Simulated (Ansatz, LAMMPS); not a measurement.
# Structural relaxation of amorphous 62SiO2-38TiO2 (mol %) (96 atoms), part 2 of 3

Aim: bring amorphous 62SiO2-38TiO2 (mol %) (96 atoms) to a nearby minimum of the energy and see what moves.

Ansatz 0.2.0; Kohn-Sham DFT, PBE, PAW (set soft_2), plane waves.

The cell: 20 Si, 12 Ti and 64 O. The quench rate of 50 K/ps far exceeds what a furnace or splat quench reaches. The starting topology of bonds comes from the classical model. Only the Γ point is sampled in the main run, in a cell whose shortest periodic width is 11 Å.

So far. Step 4 (Cell and atoms relaxed): The relaxation changed the energy by -65.5 meV/atom, and atoms moved by 0.38 Å r.m.s., 1.3 Å at most.

**6. Single point at the relaxed geometry**

One more single point at the end of the walk gives the fuller output and checks the residual forces.

The input, input.yaml:

```yaml
crystal:
  lattice:
    - [11.44898, 0.12353, -0.05489]
    - [0.12353, 10.78889, 0.24245]
    - [-0.05489, 0.24245, 10.91763]
  atoms:
    - { symbol: Si, position: [0.56157, 0.9434, 0.18062] }
    - { symbol: Si, position: [0.36779, 0.34733, 0.8219] }
    - { symbol: Si, position: [0.79689, 0.55957, 0.69837] }
    - { symbol: Si, position: [0.81702, 0.24048, 0.33499] }
    - { symbol: Si, position: [0.06333, 0.16984, 0.96122] }
    - { symbol: Si, position: [0.19682, 0.03646, 0.28785] }
    - { symbol: Si, position: [0.40353, 0.68942, 0.93139] }
    - { symbol: Si, position: [0.70284, 0.00852, 0.42169] }
    - { symbol: Si, position: [0.14257, 0.43161, 0.96056] }
    - { symbol: Si, position: [0.7631, 0.45247, 0.14005] }
    - { symbol: Si, position: [0.93413, 0.92429, 0.55982] }
    - { symbol: Si, position: [0.85743, 0.85371, 0.04111] }
    - { symbol: Si, position: [0.95771, 0.07092, 0.18862] }
    - { symbol: Si, position: [0.51374, 0.9324, 0.9052] }
    - { symbol: Si, position: [0.36727, 0.55812, 0.36716] }
    - { symbol: Si, position: [0.67157, 0.70671, 0.21804] }
    - { symbol: Si, position: [0.53497, 0.04331, 0.63853] }
    - { symbol: Si, position: [0.9861, 0.67627, 0.8675] }
    - { symbol: Si, position: [0.2807, 0.07818, 0.86698] }
    - { symbol: Si, position: [0.58672, 0.26141, 0.48259] }
    - { symbol: Ti, position: [0.20315, 0.71234, 0.7041] }
    - { symbol: Ti, position: [0.5125, 0.45801, 0.1128] }
    - { symbol: Ti, position: [0.21853, 0.36209, 0.55766] }
    - { symbol: Ti, position: [0.23702, 0.76371, 0.17715] }
    - { symbol: Ti, position: [0.40914, 0.19268, 0.24356] }
    - { symbol: Ti, position: [0.00777, 0.20837, 0.56573] }
    - { symbol: Ti, position: [0.0078, 0.6151, 0.51092] }
    - { symbol: Ti, position: [0.66673, 0.33209, 0.86562] }
    - { symbol: Ti, position: [0.03603, 0.54442, 0.19211] }
    - { symbol: Ti, position: [0.62074, 0.57481, 0.48843] }
    - { symbol: Ti, position: [0.8443, 0.05696, 0.80426] }
    - { symbol: Ti, position: [0.23995, 0.0145, 0.58358] }
    - { symbol: O, position: [0.98087, 0.08774, 0.87754] }
    - { symbol: O, position: [0.86621, 0.64111, 0.79558] }
    - { symbol: O, position: [0.75646, 0.43282, 0.77206] }
    - { symbol: O, position: [0.31857, 0.73586, 0.0403] }
    - { symbol: O, position: [0.07211, 0.76317, 0.78505] }
    - { symbol: O, position: [0.8952, 0.17929, 0.6685] }
    - { symbol: O, position: [0.22074, 0.92834, 0.18952] }
    - { symbol: O, position: [0.61283, 0.97466, 0.53109] }
    - { symbol: O, position: [0.055, 0.05407, 0.29674] }
    - { symbol: O, position: [0.75893, 0.36334, 0.26544] }
    - { symbol: O, position: [0.72638, 0.18282, 0.84934] }
    - { symbol: O, position: [0.07472, 0.31268, 0.90855] }
    - { symbol: O, position: [0.57903, 0.97388, 0.03315] }
    - { symbol: O, position: [0.09447, 0.69428, 0.16153] }
    - { symbol: O, position: [0.06919, 0.55371, 0.90477] }
    - { symbol: O, position: [0.25457, 0.99169, 0.41616] }
    - { symbol: O, position: [0.57184, 0.19175, 0.61654] }
    - { symbol: O, position: [0.881, 0.53986, 0.58066] }
    - { symbol: O, position: [0.86372, 0.93392, 0.68882] }
    - { symbol: O, position: [0.66274, 0.972, 0.28528] }
    - { symbol: O, position: [0.06559, 0.36792, 0.59703] }
    - { symbol: O, position: [0.51469, 0.78058, 0.90512] }
    - { symbol: O, position: [0.83538, 0.96629, 0.44959] }
    - { symbol: O, position: [0.19845, 0.19871, 0.53643] }
    - { symbol: O, position: [0.46495, 0.55946, 0.99033] }
    - { symbol: O, position: [0.13727, 0.44039, 0.11132] }
    - { symbol: O, position: [0.6859, 0.38553, 0.0348] }
    - { symbol: O, position: [0.24071, 0.84172, 0.61502] }
    - { symbol: O, position: [0.83657, 0.13245, 0.23954] }
    - { symbol: O, position: [0.02211, 0.54875, 0.35716] }
    - { symbol: O, position: [0.97399, 0.78219, 0.52201] }
    - { symbol: O, position: [0.46073, 0.29815, 0.12093] }
    - { symbol: O, position: [0.19136, 0.10288, 0.98013] }
    - { symbol: O, position: [0.46603, 0.60048, 0.46919] }
    - { symbol: O, position: [0.66052, 0.56512, 0.1587] }
    - { symbol: O, position: [0.50929, 0.36983, 0.84028] }
    - { symbol: O, position: [0.14578, 0.5978, 0.59579] }
    - { symbol: O, position: [0.93392, 0.9393, 0.13054] }
    - { symbol: O, position: [0.79787, 0.93858, 0.93136] }
    - { symbol: O, position: [0.94223, 0.74714, 0.9865] }
    - { symbol: O, position: [0.32338, 0.38456, 0.68277] }
    - { symbol: O, position: [0.55008, 0.79064, 0.19983] }
    - { symbol: O, position: [0.48047, 0.24041, 0.38824] }
    - { symbol: O, position: [0.9254, 0.26196, 0.42161] }
    - { symbol: O, position: [0.88997, 0.50731, 0.12033] }
    - { symbol: O, position: [0.04255, 0.02202, 0.55434] }
    [... 12 atom lines left out ...]
    - { symbol: O, position: [0.6323, 0.40147, 0.48778] }
    - { symbol: O, position: [0.36096, 0.19921, 0.84701] }
    - { symbol: O, position: [0.28453, 0.44944, 0.42032] }
    - { symbol: O, position: [0.44465, 0.50809, 0.24989] }
    - { symbol: O, position: [0.20343, 0.0506, 0.74846] }
    - { symbol: O, position: [0.27902, 0.41977, 0.91662] }
kpoints:
  mp_grid: { grid: [1, 1, 1] }
hamiltonian:
  xc: pbe
scf:
  occupations: { method: fermi_dirac, width: 0.025 }
output:
  forces: true
  stress: true
  populations: true
  dos:
    method: { smearing: { sigma: 0.08 } }
    de: 0.05
    projected: { site_lists: { O: [O], Si: [Si], Ti: [Ti] } }
  eigenvalues: true
  write_density: true
  write_potential: true
  volumetric_format: npy
```

Started as:

```console
> ansatz run input.yaml --threads 4 --pin off --max-ram 8192MiB --backend cpu --events-out ev --progress --plain --runs-dir out
```

Wall time 27 s (4 threads of Arm Neoverse V1, shared host); peak memory 1.8 GiB.

Numbers from this run:

```yaml
free_energy: -79135.5146 eV
free_energy_per_atom: -824.3283 eV/atom
scf_cycles: 12
pressure: 0.005546 GPa
r_m_s_force_component: 0.00674 eV/Å
longest_force: 0.03093 eV/Å
fermi_energy: 4.637 eV
spacing_of_highest_filled_and_lowest_empty_level: 2.847 eV
spilling_of_the_projection: 0.00898
```

Löwdin charges by element and coordination (they lack the spilled electrons, 0.057 e an atom on average):

| element | coordination | atoms | mean charge (e) | spread | least | most |
| --- | --- | --- | --- | --- | --- | --- |
| O | all | 64 | -0.721 | 0.0658 | -0.805 | -0.530 |
| O | 2 | 59 | -0.719 | 0.0672 | -0.805 | -0.530 |
| O | 3 | 5 | -0.743 | 0.0404 | -0.781 | -0.669 |
| Si | all | 20 | 1.74 | 0.0253 | 1.68 | 1.78 |
| Ti | all | 12 | 1.41 | 0.0261 | 1.36 | 1.45 |
| Ti | 4 | 8 | 1.41 | 0.0265 | 1.36 | 1.45 |
| Ti | 5 | 3 | 1.40 | 0.0271 | 1.37 | 1.43 |
| Ti | 6 | 1 | 1.42 | 0 | 1.42 | 1.42 |

Density of states as counts of states in windows of 1 eV (from the Fermi level), total and the larger projections:

| from (eV) | to (eV) | total | O p | Ti d | Si p |
| --- | --- | --- | --- | --- | --- |
| -10 | -9 | 8.2 | 5.6 | 0.1 | 0.6 |
| -9 | -8 | 15.8 | 10.9 | 0.4 | 1.4 |
| -8 | -7 | 18.6 | 13.9 | 0.4 | 2.9 |
| -7 | -6 | 38.1 | 28.3 | 2.8 | 4.5 |
| -6 | -5 | 43.5 | 33.7 | 3.7 | 3.5 |
| -5 | -4 | 79.1 | 65.1 | 8.5 | 2.2 |
| -4 | -3 | 80.3 | 71.0 | 5.3 | 1.5 |
| -3 | -2 | 70.5 | 65.4 | 2.9 | 0.7 |
| -2 | -1 | 20.0 | 18.8 | 0.7 | 0.2 |
| -1 | 1 | 0.0 | 0.0 | 0.0 | 0.0 |
| 1 | 2 | 16.2 | 2.2 | 13.1 | 0.3 |
| 2 | 3 | 47.7 | 6.9 | 36.8 | 0.8 |
| 3 | 4 | 35.9 | 6.9 | 23.4 | 0.7 |
| 4 | 5 | 20.2 | 4.2 | 11.7 | 0.8 |

Between -26 and -10 eV lie 138 more states.

The stored curve holds about 512 of the 608 electrons; the rest, give or take the few that broadening carries across the Fermi level, lie in deeper levels below its range.

The levels nearest the highest filled one (over half full), pooled over k-points and spins:

| level less the highest filled one (eV) | occupation |
| --- | --- |
| -0.270 | 2 |
| -0.229 | 2 |
| -0.193 | 2 |
| -0.144 | 2 |
| -0.0255 | 2 |
| 0 | 2 |
| 2.85 | 0 |
| 2.98 | 0 |
| 3.02 | 0 |
| 3.11 | 0 |
| 3.13 | 0 |
| 3.32 | 0 |

Valence density in the ac plane at fractional y = 0.183, with atoms of Si and Ti and O within 0.2 Å of it. It is the smooth field of the valence electrons, not physical close to the nuclei.

Ten steps, logarithmic in the rise over the least value, from '_' (0.0 e/Å³) to '@' (8.7 e/Å³), each cell a mean:
```
--::..::======--::........__________________......__________..::
--::::::------::::::--====::..__________..::--==--::..____..::--
----::::::::::::::==**####++::__________::==##%%##==::......::--
::::............::++##@@%%**--..______..::++%%@@%%++--......::::
....________....::--**####++::__________::==**##**==::..........
____________......::------::..__________..::------::::::----::..
..____________________....______....::....__........--++##**++::
::..________..________________..--++**++--..______..==##@@@@##==
**++::....::::::..____________::++%%@@%%++::______..--**%%%%**++
@@%%++::--++**++--..__________::++%%@@%%++::..______::--++++**%%
@@%%**--++##@@%%++::..________..--++**++==::..________..::--++%%
##**==::==##%%%%++::__________..::------------::....__....::--**
--::....::==++==--..______..::::----::--==**##**==::....::------
..______..........______..::==++++------++##@@%%**--::::--====--
..______________________..--++**++==::::==##%%%%**==::--------::
____________..::::::....::--==++==--....::==++++==--------::::..
__________..--++**++--==**##**==::..______..::::--==++++==::..__
....____..::++%%@@%%++##@@@@@@++::____________..--++****++--....
....______::++%%%%##++**@@@@%%++..____________..::++****++--::..
==--..____..--++++++--==****++--..______________..--====--::----
##**==..____....::........::::::..________________........::++##
@@%%++::..________________........______________________..--**%%
%%##==::::......__________________________________________::++##
++==----------::..________________________________________..::==
```
Columns run along a (11.4 Å), rows up along c (10.9 Å). Atoms in or near the plane, at fractional coordinates: Si at (0.06, 0.96), Ti at (0.41, 0.24), O at (0.90, 0.67), O at (0.73, 0.85), O at (0.57, 0.62), O at (0.20, 0.54), O at (0.70, 0.42), O at (0.25, 0.24), O at (0.00, 0.09), O at (0.36, 0.85).

Electrostatic potential energy in the ac plane at fractional y = 0.183, with atoms of Si and Ti and O within 0.2 Å of it. With pseudopotentials it is smooth inside the atoms' cores, unlike the true potential.

Ten even steps from '0' (-37 eV) to '9' (10 eV), each cell a mean:
```
20004899999999999999999999999997
30015899999899999999999899999997
75467898885237999999983138999998
98889998872005999999971006999999
99999999986348999999995348999999
99999999999999999999999999999999
99999999999999999999999999974489
88899999999999999767999999930038
45789999999999997101799999951145
01478757999999997101799999997741
01377201699999998756899999999741
23688302799999998766788999999863
77899878999999998755653589999987
99999999999999978877710048888999
99999999999999756888830145467899
99999999999877778999987762136899
99999997678532368999999874247899
99999961016200037899999987347899
99999971026300147899999998447888
89999998688633468999999999889888
25999999999887889999999999999973
01799999999999999999999999999950
13678999999999999999999999999983
52136899999999999999999999999997
```
Columns run along a (11.4 Å; values clipped at the 3rd and 97th percentile), rows up along c (10.9 Å). Atoms in or near the plane, at fractional coordinates: Si at (0.06, 0.96), Ti at (0.41, 0.24), O at (0.90, 0.67), O at (0.73, 0.85), O at (0.57, 0.62), O at (0.20, 0.54), O at (0.70, 0.42), O at (0.25, 0.24), O at (0.00, 0.09), O at (0.36, 0.85).

Mean Löwdin charges: O -0.72, Si +1.74, Ti +1.41 e (they miss 0.90 % of the electrons, so they add up to more than the cell's charge). The largest share in the top eV of filled states is O p (95 % of the projected weight), and in the lowest eV of empty states Ti d (82 % of the projected weight).

Local excerpt of 12 atoms (numbers count through the whole input) about O67, which has 3 bonded neighbours where the commonest count for O is 2; x, y, z are measured from there.

| atom | x | y | z | distance (Å) | bonds | Löwdin charge (e) |
| --- | --- | --- | --- | --- | --- | --- |
| O67 | 0.00 | 0.00 | 0.00 | 0.00 | 3 | -0.76 |
| Si10 | 1.16 | -1.21 | -0.24 | 1.69 | 4 | 1.71 |
| Si16 | 0.14 | 1.54 | 0.68 | 1.69 | 4 | 1.74 |
| Ti22 | -1.71 | -1.19 | -0.52 | 2.14 | 5 | 1.39 |
| O59 | 0.28 | -1.96 | -1.40 | 2.43 | 3 | -0.77 |
| O88 | 0.38 | 1.16 | 2.25 | 2.56 | 2 | -0.73 |
| O86 | 1.29 | 2.30 | -0.17 | 2.64 | 2 | -0.78 |
| O42 | 1.10 | -2.14 | 1.11 | 2.65 | 2 | -0.79 |
| O77 | 2.62 | -0.60 | -0.45 | 2.73 | 2 | -0.75 |
| O94 | -2.48 | -0.62 | 0.99 | 2.75 | 2 | -0.67 |
| O74 | -1.24 | 2.43 | 0.51 | 2.77 | 2 | -0.78 |
| O57 | -2.23 | -0.13 | -1.83 | 2.89 | 2 | -0.62 |

The column of bonds counts only the pairs O-Si within 2.12 Å, O-Ti within 2.64 Å; other neighbours, such as metal atoms beside each other in a compound, aren't counted, and periodic images can show an atom twice.

**7. K-mesh 2×2×2**

Large cells are often run on few k-points; this run checks whether the reference had enough.

Edit input.yaml of step 6 so:

```diff
@@ -8,3 +8,3 @@
 kpoints:
-  mp_grid: { grid: [1, 1, 1] }
+  mp_grid: { grid: [2, 2, 2] }
 hamiltonian:
@@ -22,4 +22 @@
   eigenvalues: true
-  write_density: true
-  write_potential: true
-  volumetric_format: npy
```

It took 4.5 min on 4 threads; peak memory 6.2 GiB.

The program notes that it cut back its work space to fit the memory limit.

Geometry and reference: those of the single point at the relaxed geometry.

Forces differ from those of the single point at the relaxed geometry by 5.1 meV/Å r.m.s.; the energy by -0.31 meV/atom and the gap by -0.061 eV. It took 4.5 min and 12 cycles; the reference's time can't be set against it, since the two runs asked for unlike analyses.

**8. Functional HSE06**

HSE06 mixes in a quarter of exact exchange at short range, which counters self-interaction, at a higher cost.

This step: Kohn-Sham DFT, HSE06, PAW (set soft_2), plane waves (Ansatz 0.2.0).

Edit input.yaml of step 7 so:

```diff
@@ -8,5 +8,5 @@
 kpoints:
-  mp_grid: { grid: [2, 2, 2] }
+  mp_grid: { grid: [1, 1, 1] }
 hamiltonian:
-  xc: pbe
+  xc: hse06
 scf:
```

It took 7.6 min on 4 threads; peak memory 4.5 GiB.

The program notes that the exchange threshold is loose for the stress and the SCF threshold is loose for the stress.

Geometry and reference: those of the single point at the relaxed geometry.

Forces differ from those of the single point at the relaxed geometry by 198 meV/Å r.m.s.; the pressure by -5.2 GPa and the gap by +1.6 eV. It took 7.6 min and 26 cycles; the reference's time can't be set against it, since the two runs asked for unlike analyses.

Numbers from this run:

```
free energy                                      : -79130.9643 eV
free energy per atom                             : -824.2809 eV/atom
SCF cycles                                       : 26
pressure                                         : -5.208 GPa
r.m.s. force component                           : 0.1983 eV/Å
longest force                                    : 0.6452 eV/Å
Fermi energy                                     : 4.303 eV
gap (highest filled to lowest empty level) : 4.457 eV
spilling of the projection                       : 0.009355
```

[end of part 2 of 3]

[Logs are printed without paths, hosts, clocks, repeated set-up lines and the standing remarks that a program may print on its own settings, such as how far it seeks lower states.]

[Hosts, paths, dates, database ids (printed as entryN), source tags and the programs' standing remarks are cut or masked in the printed files.]
